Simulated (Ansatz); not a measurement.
# U and J of Mo in Ba2MoO4 in the K2NiF4 structure from cRPA, part 2 of 2

Aim: the screened on-site interactions of Mo in Ba2MoO4 in the K2NiF4 structure, for one or more choices of the target bands.

PBE, spin-polarised; plane waves, collinear spin, no spin–orbit coupling.

So far. Step 3 (Target: t2g, bands v1 to c2 (loose bound)): On average 65 % of these bands' weight lies on the d shell and 22 % on ligand p.

## (4) Target: t2g, bands v1 to c2 (sum over bands, screening cutoff 68 eV, 60 empty bands)

Three bands of the xy, yz and zx orbitals make a small model; the other d bands and the ligand bands still screen. The screening is summed over a limited number of empty bands, which is cheaper and leaves a tail out.

Contents of input.yaml:

```yaml
crystal:
  lattice:
    - [-2.032582194, 2.032582194, 6.76266107]
    - [2.032582194, -2.032582194, 6.76266107]
    - [2.032582194, 2.032582194, -6.76266107]
  atoms:
    - { symbol: Ba, position: [0.35368207, 0.35368207, 0.0] }
    - { symbol: Ba, position: [0.64631793, 0.64631793, 0.0] }
    - { symbol: Mo, position: [0.0, 0.0, 0.0], spin: 2.0 }
    - { symbol: O, position: [0.0, 0.5, 0.5] }
    - { symbol: O, position: [0.5, 0.0, 0.5] }
    - { symbol: O, position: [0.15430829, 0.15430829, 0.0] }
    - { symbol: O, position: [0.84569171, 0.84569171, 0.0] }
magnetization:
  spin_polarized: true
kpoints:
  mp_grid: { grid: [5, 5, 5] }
hamiltonian:
  xc: pbe
scf:
  occupations: { method: fermi_dirac, width: 0.1 }
  n_extra_bands: 16
output:
  eigenvalues: true
  crpa:
    kmesh: [5, 5, 5]
    target_bands: [v1, c2]
    projections: [{ species: Mo, l: d, orbitals: [dxz, dyz, dxy] }]
    accuracy: sum_over_states
    n_empty_bands: 60
    ecut_chi: 68
```

Run with:

```console
$ ansatz run input.yaml --threads 4 --pin off --max-ram 8192MiB --backend cpu --events-out ev --progress --plain --runs-dir out
```

Numbers of over 12 decimals in the logs are rounded to 6 here.

The log of the run:

```text
[...]
Crystal: 7 atoms, lattice volume = 111.757 Å³
Basis set: ecut = 420 eV, 2235 PW (Γ)
Bands: 45, of which v1, the nominal top of the filled ones, is band 29 counted from 1 (28 counted from 0)
Symmetry: 16 space group operations
[...]
k-points: 18 of 125
[...]
Starting moments: Σ|m| = 2 μB on 1 of 7 sites
[...]
screened uu: U = 2.6920 eV, U' = 2.0640 eV, J = 0.2813 eV
      screened ud: U = 2.6802 eV, U' = 2.0546 eV, J = 0.2825 eV
      screened dd: U = 2.6712 eV, U' = 2.0460 eV, J = 0.2841 eV
      bare: V = 10.7805 eV, V' = 9.9399 eV, J = 0.3628 eV
      bare uu: V = 10.8129 eV, V' = 9.9607 eV, J = 0.3604 eV
      bare ud: V = 10.7786 eV, V' = 9.9393 eV, J = 0.3627 eV
      bare dd: V = 10.7517 eV, V' = 9.9204 eV, J = 0.3654 eV
[...]
[key lines of the parts left out:]
SCF converged after 14 iterations
Magnetization: 1.0082 μB (29.5041 up, 28.4959 down)
Free energy (F): -19132.067113 eV
Fermi energy:    12.391061 eV
```

The job ended after 2.7 min (4 threads of Arm Neoverse V1, shared host; peak memory 1.4 GiB; 9.5 min of CPU time).

On average 65 % of these bands' weight lies on the d shell and 22 % on ligand p.

crpa.toml:

```text
format = "ansatz-crpa/5"
scheme = "band"
gauge = "projected_orbitals"
pair_densities = "all_electron"
channels = "collinear"
target_bands = [29, 31] # 1-based inclusive; [v1, c2]
n_wann = 3
kmesh = [5, 5, 5]
coulomb_singularity = "probe_charge" # how the value at q + G = 0 is made
n_bands = 89 # of the sum over states
n_bands_solved = 94 # n_bands and the guard bands above it
multiplets_cut = [{ spin = "down", ik = 0, bands_in_whole_multiplets = 88, multiplet_ends_at = 90 }] # where n_bands ends inside a multiplet, whose members the sum reads at an even weight
ecut_chi_ev = 68.0 # of the sum over states
n_g_chi_min = 137 # of the sum over states
n_g_chi_max = 147 # of the sum over states
occupation_method = "tetrahedron_uncorrected" # the fill of the pass's bands
window_electrons = 1.999999999999997
window_electrons_up = 1.545123985754874
window_electrons_down = 0.4548760142451229
eps_inv_head = 0.20295153529519902 # over all bands where the run has bounds, under no bound itself
head_ev = 0.31267527708093557 # what the value at q + G = 0 adds to the screened u_ev, u_prime_ev and u_bar_ev
gauge_min_gram_eig = 0.537164722784904
accuracy = "sum_over_states" # no bound

[[shells]]
site = 2 # counted from 0, as a deck's `site` is
l = "d"
label = "4D" # of the pseudo-atomic shell
wannier_functions = [1, 2, 3] # counted from 1, as the tensor files' indices are
mr = [2, 3, 5] # each function's real harmonic by wannier90's number, 1 to 2l+1, in the order of wannier_functions

[shells.screened]
u_ev = 2.6808791619934476
u_prime_ev = 2.054790640975076
j_ev = 0.28258902972610184

[shells.screened.uu]
u_ev = 2.691968118917655
u_prime_ev = 2.063976190921949
j_ev = 0.28127580922379136

[shells.screened.ud]
u_ev = 2.6801918950809935
u_prime_ev = 2.0546096967110805
j_ev = 0.28249303819009564

[shells.screened.dd]
u_ev = 2.6711647388941486
u_prime_ev = 2.0459669795561926
j_ev = 0.28409423330042466

[shells.bare]
v_ev = 10.780472362616875
v_prime_ev = 9.939943653310872
j_ev = 0.36277688275114195

[shells.bare.uu]
v_ev = 10.812871276746721
v_prime_ev = 9.960732246154997
j_ev = 0.36039965518547373

[shells.bare.ud]
v_ev = 10.778640601412093
v_prime_ev = 9.93931485967021
j_ev = 0.3626557109190028

[shells.bare.dd]
v_ev = 10.751736970896593
v_prime_ev = 9.920412647748078
j_ev = 0.3653964539810886
```

```
shell  U (eV)  U′ (eV)  J (eV)  bare U (eV)  bare J (eV)
Mo3 d    2.68     2.05    0.28        10.78         0.36
```

## (5) Target: tried as t2g, bands v1 to c2 (tighter bound)

This window is tried by its count of bands; whether the orbitals span it shows in the run. The bound on the screening is tightened.

input.yaml: that of step 4 with these lines changed.

```diff
@@ -28,4 +28,2 @@
     projections: [{ species: Mo, l: d, orbitals: [dxz, dyz, dxy] }]
-    accuracy: sum_over_states
-    n_empty_bands: 60
-    ecut_chi: 68
+    accuracy: medium
```

The log of the run:

```text
scf.n_extra_bands = 16 over 29 filled bands (N_el = 58.0): the run solves 45 bands
Engine: ansatz 0.2.0, aarch64-unknown-linux-gnu
Pseudopotentials: kind: paw
Pseudopotential: Ba, paw, valence charge 10, recommended cutoff 420 eV (normal), Ba.paw.azcp
Pseudopotential: Mo, paw, valence charge 14, recommended cutoff 420 eV (normal), Mo.paw.azcp
Pseudopotential: O, paw, valence charge 6, recommended cutoff 420 eV (normal), O.paw.azcp
Functional definition: PBE
  parameter kappa = 0.804
  parameter beta = 0.066725
  exchange = pbe_x(kappa = kappa, mu = beta*pi^2/3)
[...]
SCF iter  14: F=-19132.067113 eV  HF=-19132.067113 eV  |F-HF|=1.60e-9  |Δ(HF+E_count)|=   2.54e-9  Δρ=7.29e-7 (↑7.29e-7 ↓6.21e-7)  dr2=2.39e-9  dr2_m=3.43e-11  M=1.008 μB ∫|m|=1.045 μB  ethr=3.44e-11  ⟨swp⟩=16.9  Hψ=9233  notcnv=0
SCF 1 converged in 14 iterations: F = -19132.067113 eV  dr2 = 2.39e-9
[...]
NSCF: frozen V_eff on 18 k-points
NSCF: frozen V_eff on 125 k-points
cRPA screening: q 1/125
cRPA screening: q 2/125
cRPA screening: q 6/125 (q-point 3)
cRPA screening: q 10/125 (q-point 6)
cRPA screening: q 18/125 (q-point 7)
cRPA screening: q 34/125 (q-point 8)
cRPA screening: q 42/125 (q-point 11)
```

Run time: 18 min. Hardware: 4 threads; peak memory 1.5 GiB.

The run was stopped unfinished when the time set aside for it ran out, so what it printed is not taken as a result.

## (6) Side by side

```csv
target,settings,U(Mo) (eV),J (eV),U over bare U,CPU time
t2g,loose bound,2.57,0.25,0.24,1.7 h
t2g,"sum over bands, screening cutoff 68 eV, 60 empty bands",2.68,0.28,0.25,9.5 min
```

## (7) Summary of results

| Item | Value |
| --- | --- |
| U(Mo), t2g | 2.57 eV |
| J(Mo), t2g | 0.254 eV |

What this shows: For Mo in Ba2MoO4 in the K2NiF4 structure the t2g model has U = 2.57 eV and J = 0.25 eV. In the t2g model screening cuts U from 10.8 to 2.57 eV, while J keeps 70 % of its bare value, since exchange moves no net charge and is hard to screen. The plain sum over bands gives 2.68 eV, +4 % from the bounded value, at 0.091 times its CPU time. The values are static and belong to projected orbitals on a coarse mesh, with which they are not converged; they are not the U of linear response. The cell was built from a prototype and relaxed; a distortion that needs a larger cell, or another structure that the compound may prefer, is not captured.

[Logs and program files are shortened in this print: banners, set-up blocks, solver, clock and traceback lines can be left out without a mark of their own.]

[Logs are printed without paths, hosts, clocks, repeated set-up lines and the standing remarks that a program may print on its own settings, such as how far it seeks lower states.]

[Hosts, paths, dates, database ids (printed as entryN), source tags and the programs' standing remarks are cut or masked in the printed files.]

[Where a cell is said to come from a database of computed structures, the database is the Materials Project.]
